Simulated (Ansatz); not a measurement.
Planning a run of Ansatz 0.2.0 on H2CClF (P2_1). The input:

```yaml
crystal:
  lattice:
    - [5.0206, 0.0, 0.0]
    - [0.0, 4.1477, 0.0]
    - [-2.1143188253, 0.0, 6.6860002262]
  atoms:
    - { symbol: H, position: [0.2735707245, 0.3889461892, 0.1550007486] }
    - { symbol: H, position: [0.7264292755, 0.8889461892, 0.8449992514] }
    - { symbol: H, position: [0.5663799543, 0.1189996532, 0.2702605248] }
    - { symbol: H, position: [0.4336200457, 0.6189996532, 0.7297394752] }
    - { symbol: C, position: [0.3420764184, 0.1416075453, 0.1957271982] }
    - { symbol: C, position: [0.6579235816, 0.6416075453, 0.8042728018] }
    - { symbol: Cl, position: [0.1633127779, -0.0019348748, 0.3643053544] }
    - { symbol: Cl, position: [0.8366872221, 0.4980651252, 0.6356946456] }
    - { symbol: F, position: [0.2704493145, 0.9528814871, 0.0254621333] }
    - { symbol: F, position: [0.7295506855, 0.4528814871, 0.9745378667] }
kpoints:
  mp_grid: { grid: [4, 4, 2] }
hamiltonian:
  xc: pbe
  pseudopotentials: { kind: paw, azcp: { folder: soft_1 } }
scf:
  occupations: { method: fixed }
gw:
  n_empty_bands: 503
  ecut_chi: 140
  qp_bands: [v3, c3]
  qp_kpoints: band_edges
  screening: { model: contour_deformation }
```

```sh
ansatz run input.yaml --threads 2 --pin off --max-ram 92160MiB --backend cuda --events-out ev --progress --plain --runs-dir out --devices 1 --max-vram 13GiB
```

Question: Estimate wall time and host memory on 1 × NVIDIA H100 80GB HBM3 (shared by 6 runs) with 2 threads of AMD EPYC 7R13 (Zen 3), shared host.

It took 28 s; on shared hardware allow 14 s to 56 s. Peak host memory was 2.2 GiB. The sizes that set the cost: 2719 plane waves a state, 18 irreducible k points, 523 bands summed, 523 plane waves in the screening and 9 SCF cycles.

The screening grows as filled bands × empty bands × pairs of k points, times the square of the screening basis for the matrix.

[Paths, hosts, dates, memory and timing lines, banners, echoed tables and standing remarks are left out of the program output.]

[Logs are printed without paths, hosts, clocks, repeated set-up lines and the standing remarks that a program may print on its own settings, such as how far it seeks lower states.]

[Runs of the session that timed out or met a known fault of the program may be left out.]

[Cells called generated may have been cut or substituted from an entry of the Crystallography Open Database or the Materials Project.]

[Hosts, paths, dates, database ids (printed as entryN), source tags and the programs' standing remarks are cut or masked in the printed files.]
